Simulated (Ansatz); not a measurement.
# What NaVSe3 (model cell, started as cubic perovskite with V in the octahedra) distorts into

Which phase does NaVSe3 (model cell, started as cubic perovskite with V in the octahedra) fall into along its unstable mode, and how much energy does it gain?

Main program and level: Ansatz 0.2.0; DFT PBE, scalar-relativistic, plane waves, PAW; PAW set soft_1.

This is a report of a sequence of runs, with most program output left out.

The structure was built from a prototype and need not be the compound's stable phase.

### Step 1. Set-up

It takes space group Pm-3m (No. 221, cubic). The conventional cell has a = 4.893 Å, b = 4.893 Å, c = 4.893 Å, α = 90.00°, β = 90.00°, γ = 90.00°. Nearest to Na lie 12 Se at 3.46 Å. Nearest to V lie 6 Se at 2.45 Å. Nearest to Se lie 2 V at 2.45 Å and 4 Na at 3.46 Å. Farther neighbours and most contacts between anions are not listed.

### Step 2. The dispersion

The cell comes from relaxations at this level that are not shown. Stability and thermal properties need the whole zone. Linear response on a 2×2×2 q mesh gives force constants as far as a supercell of that size would.

File input.yaml:

```yaml
crystal:
  lattice:
    - [4.8932201373, 0.0, 0.0]
    - [0.0, 4.8932201373, 0.0]
    - [0.0, 0.0, 4.8932201373]
  atoms:
    - { symbol: Na, position: [0.0, 0.0, 0.0] }
    - { symbol: V, position: [0.5, 0.5, 0.5] }
    - { symbol: Se, position: [0.5, 0.5, 0.0] }
    - { symbol: Se, position: [0.5, 0.0, 0.5] }
    - { symbol: Se, position: [0.0, 0.5, 0.5] }
kpoints:
  mp_grid: { grid: [8, 8, 8] }
hamiltonian:
  xc: pbe
  pseudopotentials: { kind: paw, azcp: { folder: soft_1 } }
scf:
  occupations: { method: methfessel_paxton, width: 0.2 }
output:
  eigenvalues: true
phonons:
  method: dfpt
  qmesh: [2, 2, 2]
  temperatures: { t_max: 1000, t_step: 50 }
  qpath:
    path:
      - [[0.0, 0.0, 0.0], [0.0, 0.5, 0.0], [0.5, 0.5, 0.0], [0.0, 0.0, 0.0], [0.5, 0.5, 0.5], [0.0, 0.5, 0.0]]
      - [[0.5, 0.5, 0.5], [0.5, 0.5, 0.0]]
    npoints: 10
```

Command:

```sh
> ansatz run input.yaml --threads 4 --pin off --max-ram 16384MiB --backend cpu --events-out ev --progress --plain --runs-dir out
```

The job ended after 8.6 min (4 threads of Arm Neoverse V1, shared host; peak memory 1.8 GiB).

This run has no spin polarisation, although V can carry a moment.

Numbers from this step:

```yaml
volume_per_atom: 23.43 Å³
gap_on_the_k_mesh: 0 eV
sum_rule_residual_before_enforcement: 5.46e-5 eV/Å²
lowest_frequency_on_the_path: -132.8 cm⁻¹
point_group: m-3m
highest_frequency_on_the_path_or_at_a_solved_wavevector: 251.7 cm⁻¹
highest_optical_mode_at_the_zone_centre_no_lo_to_term: 200.2 cm⁻¹
lowest_optical_zone_centre_mode: -132.8 cm⁻¹
lowest_mode_on_the_q_mesh_acoustic_modes_at_gamma_apart: -132.8 cm⁻¹
```

Frequencies (cm⁻¹) solved at each irreducible wavevector; negative means imaginary. Frequencies by wavevector, by row:

```
q in reciprocal lattice units  star  mode 1  mode 2  mode 3  mode 4  mode 13  mode 14  mode 15
                        0 0 0     1  -132.8  -132.8  -132.8       0    200.2    200.2    200.2
                     0 0 -0.5     3  -122.6  -122.6     4.3     4.3    190.2    190.2    206.3
                  0 -0.5 -0.5     3  -114.1   -48.7   -46.3   -46.3    127.7    178.8    230.2
               -0.5 -0.5 -0.5     1   -91.2   -91.2   -49.2   -49.2    126.8    126.8    251.7
```

Interpolated from a 2×2×2 q mesh. Phonon branches along the path, in cm⁻¹:

```
    point  branch 1  branch 2  branch 3  branch 4  branch 12  branch 13  branch 14  branch 15
        Γ      -133      -133      -133         0         36        200        200        200
  halfway      -127      -127       -76        10         79        196        196        203
        X      -123      -123         4         4        125        190        190        206
  halfway      -117       -79       -31       -20        126        142        185        225
        M      -114       -49       -46       -46        126        128        179        230
  halfway      -121       -78       -74       -28        100        167        191        219
        Γ      -133      -133      -133         0         36        200        200        200
  halfway       -73       -73       -73       -33        105        156        156        235
        R       -91       -91       -49       -49        127        127        127        252
  halfway       -78       -70       -36       -35        124        124        140        242
        X      -123      -123         4         4        125        190        190        206
jump to R       -91       -91       -49       -49        127        127        127        252
  halfway       -76       -49       -45       -36        119        119        127        247
        M      -114       -49       -46       -46        126        128        179        230
```

Symmetry leaves 4 wavevectors to solve. The lowest mode among them, the acoustic zeros apart, lies at Γ and is imaginary, 132.8i cm⁻¹, so the energy falls along it.

### Step 3. The mode frozen in, largest atomic shift 0 Å

The mode followed lies at Γ with frequency 132.8i cm⁻¹ and is 3-fold degenerate, the softest among the wavevectors solved. At small amplitude the distorted cell has space group no. 160 by a symmetry search on the positions. The undistorted cell that holds it gives the zero of energy on the same k mesh.

input.yaml, the sections that differ from step 2:

```yaml
output:
  forces: true
  stress: true
  eigenvalues: true
# crystal, kpoints, hamiltonian, scf: as in step 2
# phonons: removed
```

The job ended after 3.6 s (4 threads; peak memory 0.51 GiB; 14 s of CPU time).

Numbers from this step:

```
pressure                         : -0.004715 GPa
energy from the undistorted cell : 0 meV/atom
```

The run ends at a pressure of 0.00 GPa.

### Step 4. The mode frozen in, largest atomic shift 0.45 Å

The atoms are moved along the unstable eigenvector, the largest shift by 0.45 Å, with the cell fixed.

input.yaml, the sections that differ from step 3:

```yaml
crystal:
  lattice:
    - [4.8932201373, 0.0, 0.0]
    - [0.0, 4.8932201373, 0.0]
    - [0.0, 0.0, 4.8932201373]
  atoms:
    - { symbol: Na, position: [0.0007384228, -0.0007384228, -0.0007384228] }
    - { symbol: V, position: [0.4469045713, 0.5530954287, 0.5530954287] }
    - { symbol: Se, position: [0.5183051626, 0.4816948374, 0.0025752412] }
    - { symbol: Se, position: [0.5183051626, 0.0025752412, 0.4816948374] }
    - { symbol: Se, position: [-0.0025752412, 0.4816948374, 0.4816948374] }
# kpoints, hamiltonian, scf, output: as in step 3
```

Elapsed: 14 s, on 4 threads; peak memory 0.54 GiB.

Numbers from this step:

```
pressure                         : 2.391 GPa
energy from the undistorted cell : -42.89 meV/atom
```

The energy, extrapolated to zero smearing, is -42.89 meV/atom against the undistorted cell.

The run ends at a pressure of 2.39 GPa, with forces up to 0.40 eV/Å.

### Step 5. Energy along the mode, all amplitudes (two of the runs are shown above)

An imaginary frequency means negative curvature, so the energy should fall and then rise again as anharmonic terms take over.

Numbers from this step:

```
depth at the lowest point sampled  : 42.89 meV/atom
largest atomic shift at that point : 0.45 Å
```

Energy from the parent against largest atomic shift:

```
largest atomic shift (Å)  energy from the parent (meV/atom)
                   0.000                                  0
                   0.040                             -0.654
                   0.080                              -2.27
                   0.140                              -5.53
                   0.220                              -12.3
                   0.320                              -27.4
                   0.450                              -42.9
                   0.600                              -25.7
```

Displacement at unit largest shift by atom:

```
atom   x (Å)   y (Å)   z (Å)   size
 Na1   0.008  -0.008  -0.008  0.014
  V2  -0.577   0.577   0.577  0.999
 Se3   0.199  -0.199   0.028  0.283
 Se4   0.199   0.028  -0.199  0.283
 Se5  -0.028  -0.199  -0.199  0.283
```

The lowest of the steps tried is at 0.45 Å, 42.9 meV/atom below the parent; the bottom of the well need not coincide with a step.

### Step 6. Relaxing from the distorted cell

Starting from the lowest point found, all atoms and the cell are let go, so that strain and other modes of the same symmetry can join in.

Edit input.yaml of step 4 so:

```diff
@@ -22 +22,6 @@
   eigenvalues: true
+relax:
+  adjacent_minimum: "off"
+  f_tol: 0.002
+  max_steps: 120
+  cell: { stress_tol: 0.03 }
```

Wall time 2.6 min (4 threads); peak memory 0.61 GiB; 10 min of CPU time.

Step by step:

```
step  energy less that of the first step (eV)  largest force component (eV/Å)  pressure (GPa)  volume (Å³)
   1                                   0.0000                          0.3410            2.39       117.16
   2                                  -0.0561                          0.0554            0.24       120.66
   3                                  -0.0614                          0.0185           -0.15       122.37
   4                                  -0.0635                          0.0149           -0.11       122.50
   5                                  -0.0641                          0.0345            0.09       122.34
   6                                  -0.0649                          0.0180            0.03       122.40
   7                                  -0.0678                          0.0444           -0.04       122.39
   8                                  -0.0681                          0.0263           -0.05       122.45
   9                                  -0.0673                          0.0220            0.05       122.97
  10                                  -0.0686                          0.0070            0.00       122.68
  11                                  -0.0686                          0.0010           -0.02       122.71
  12                                  -0.0686                          0.0020            0.02       122.61
  13                                  -0.0686                          0.0002            0.00       122.68
 14*                                  -0.0698                          0.0003            0.00       122.68
```

Relaxation steps marked * repeat the geometry before them on a plane-wave basis chosen anew for their cell, so energy and pressure can jump there. Relaxation step 9 was tried and not accepted.

Forces are held to the 6 operations that the run works with; a distortion that breaks them can't arise in this run.

```
conventional cell, symmetrised  before  after  change
                         a (Å)   6.920  6.901  -0.3 %
                         b (Å)   6.920  6.901  -0.3 %
                         c (Å)   8.475  8.925  +5.3 %
              volume (Å³/atom)   23.43  24.54  +4.7 %
```

The atoms that moved most (Å, as changes of fractional coordinates times the final cell):

```
atom      dx      dy      dz  length
 Na1   0.183  -0.183  -0.183   0.318
  V2  -0.068   0.068   0.068   0.117
 Se5  -0.065   0.025   0.025   0.074
 Se3  -0.025   0.025   0.065   0.074
 Se4  -0.025   0.065   0.025   0.074
```

Numbers from this step:

* pressure: 0.002405 GPa
* volume per atom: 24.54 Å³

The distorted start has space group R3m; the relaxation ends in R3m.

### Step 7. The new phase in its own primitive cell

The relaxed structure is symmetrised, reduced to its primitive cell and relaxed tightly, as its phonons need.

input.yaml, the sections that differ from step 6:

```yaml
crystal:
  lattice:
    - [3.4503130744, 1.9920391823, 2.9749062611]
    - [-3.4503130744, 1.9920391823, 2.9749062611]
    - [0.0, -3.9840783646, 2.9749062611]
  atoms:
    - { symbol: Na, position: [0.036335337, 0.036335337, 0.036335337] }
    - { symbol: V, position: [0.4337656356, 0.4337656356, 0.4337656356] }
    - { symbol: Se, position: [0.5135535519, 0.9844700017, 0.5135535519] }
    - { symbol: Se, position: [0.9844700017, 0.5135535519, 0.5135535519] }
    - { symbol: Se, position: [0.5135535519, 0.5135535519, 0.9844700017] }
kpoints:
  mp_grid: { grid: [9, 9, 9] }
relax:
  adjacent_minimum: "off"
  f_tol: 0.001
  max_steps: 60
  cell: { stress_tol: 0.01 }
# hamiltonian, scf, output: as in step 6
```

Wall time 72 s (4 threads); peak memory 0.67 GiB.

Little changed from the start: no atom moved by 0.005 Å and no cell edge by 0.1 %.

Numbers from this step:

| Item | Value |
| --- | --- |
| pressure | 7.99e-5 GPa |

The largest force component left is 0.64 meV/Å and the pressure is 0.000 GPa, within the tolerances set. The cell now holds 24.54 Å³/atom.

### Step 8. Modes of the new phase, k-mesh 9×9×9

A relaxed structure may still be a saddle point, so its zone-centre modes are computed. No field response is asked, since the mesh shows no gap.

input.yaml, the sections that differ from step 7:

```yaml
crystal:
  lattice:
    - [3.4493497035, 1.9914829798, 2.9764060804]
    - [-3.4493497035, 1.9914829798, 2.9764060804]
    - [0.0, -3.9829659597, 2.9764060804]
  atoms:
    - { symbol: Na, position: [0.0363720363, 0.0363720363, 0.0363720363] }
    - { symbol: V, position: [0.4340001874, 0.4340001874, 0.4340001874] }
    - { symbol: Se, position: [0.5134663025, 0.9843732493, 0.5134663025] }
    - { symbol: Se, position: [0.9843732493, 0.5134663025, 0.5134663025] }
    - { symbol: Se, position: [0.5134663025, 0.5134663025, 0.9843732493] }
output:
  eigenvalues: true
phonons:
  method: dfpt
# kpoints, hamiltonian, scf: as in step 7
# relax: removed
```

Elapsed: 8.8 min, on 4 threads; peak memory 5.4 GiB; 34 min of CPU time.

This step gave:

- sum-rule residual before enforcement: 4.60e-5 eV/Å²
- point group: 3m
- highest optical mode at the zone centre (no LO-TO term): 255.8 cm⁻¹
- lowest optical zone-centre mode: -76.62 cm⁻¹

Patterns of degenerate modes are one choice out of their space. Modes at Γ, with each element's share of the kinetic energy (negative means imaginary):

```
mode  frequency (cm⁻¹)  symmetry  Na %  V %  Se %
   1             -76.6         E     1   23    77
   2             -76.6         E     1   23    77
   3             -23.3        A2     0    0   100
   4               0.0  acoustic     7   16    76
   5               0.0  acoustic     7   16    76
   6               0.0  acoustic     7   16    76
   7              34.4         E    91    1     8
   8              34.4         E    91    1     8
   9              54.4        A1    93    1     7
  10             109.2         E     1   19    80
  11             109.2         E     1   19    80
  12             156.5        A1     0   33    67
  13             241.4         E     0   41    59
  14             241.4         E     0   41    59
  15             255.8        A1     0   50    50
```

Displacements in mode 2 (-76.6 cm⁻¹), the largest set to 1:
```
Na1 -0.03  0.23  0.00
V2   0.11 -0.88  0.00
Se3 -0.20  0.09 -0.61
Se4  0.13  0.05 -0.39
Se5  0.00  0.36  1.00
```

Displacements in mode 15 (255.8 cm⁻¹), the largest set to 1:
```
Na1  0.00  0.00 -0.02
V2   0.00  0.00  1.00
Se3  0.36 -0.21 -0.21
Se4 -0.36 -0.21 -0.21
Se5  0.00  0.42 -0.21
```

Before it was imposed, the acoustic sum rule was missed by 4.6e-5 eV/Å². Small misses are needed for a sound result but don't prove that mesh and cutoff are converged. The lowest optical mode is imaginary, 76.6i cm⁻¹, so the energy falls along it.

### Step 9. Summary of results

| Property | Result |
| --- | --- |
| unstable mode of the parent | q = (0, 0, 0), 133i cm⁻¹ |
| depth at the lowest point sampled | 42.9 meV/atom |
| largest atomic shift at that point | 0.45 Å |
| space group reached (within 0.01 Å) | R3m |
| energy gained over the parent (first relaxation, on the mesh of the frozen mode) | 56.8 meV/atom |
| volume per atom, phase reached | 24.5 Å³ |
| lowest optical zone-centre mode, phase reached | -76.6 cm⁻¹ |
| highest optical mode at the zone centre (no LO-TO term), phase reached | 256 cm⁻¹ |

**Reading.** Along this mode the structure falls into R3m, 56.8 meV/atom below the parent. At the parent's cell the well is 42.89 meV/atom deep on the steps tried, with its lowest point at a shift of 0.45 Å. Relaxing atoms and cell changes the gain by +13.89 meV/atom against the lowest step (energies at zero smearing). The new phase still has an imaginary mode at the zone centre of its cell, so it is a saddle point on the way to a lower structure. Of the 5 patterns followed to their end from this parent, this one ends 75.5 meV/atom above the lowest, Amm2. Each path keeps the symmetry of its pattern, so a lower phase may lie along a pattern not tried. With no gap, or one that is small against the smearing, the frequencies hang on the k mesh and the smearing, most of all near Kohn anomalies. The phonon runs are without spin polarisation, although V often carries a moment. A phonon run warned that its eigensolver left some bands unconverged in a pass. The starting cell was built on a prototype and not taken from a measurement, so the phase need not exist.

[Logs are printed without paths, hosts, clocks, repeated set-up lines and the standing remarks that a program may print on its own settings, such as how far it seeks lower states.]

[Hosts, paths, dates, database ids (printed as entryN), source tags and the programs' standing remarks are cut or masked in the printed files.]
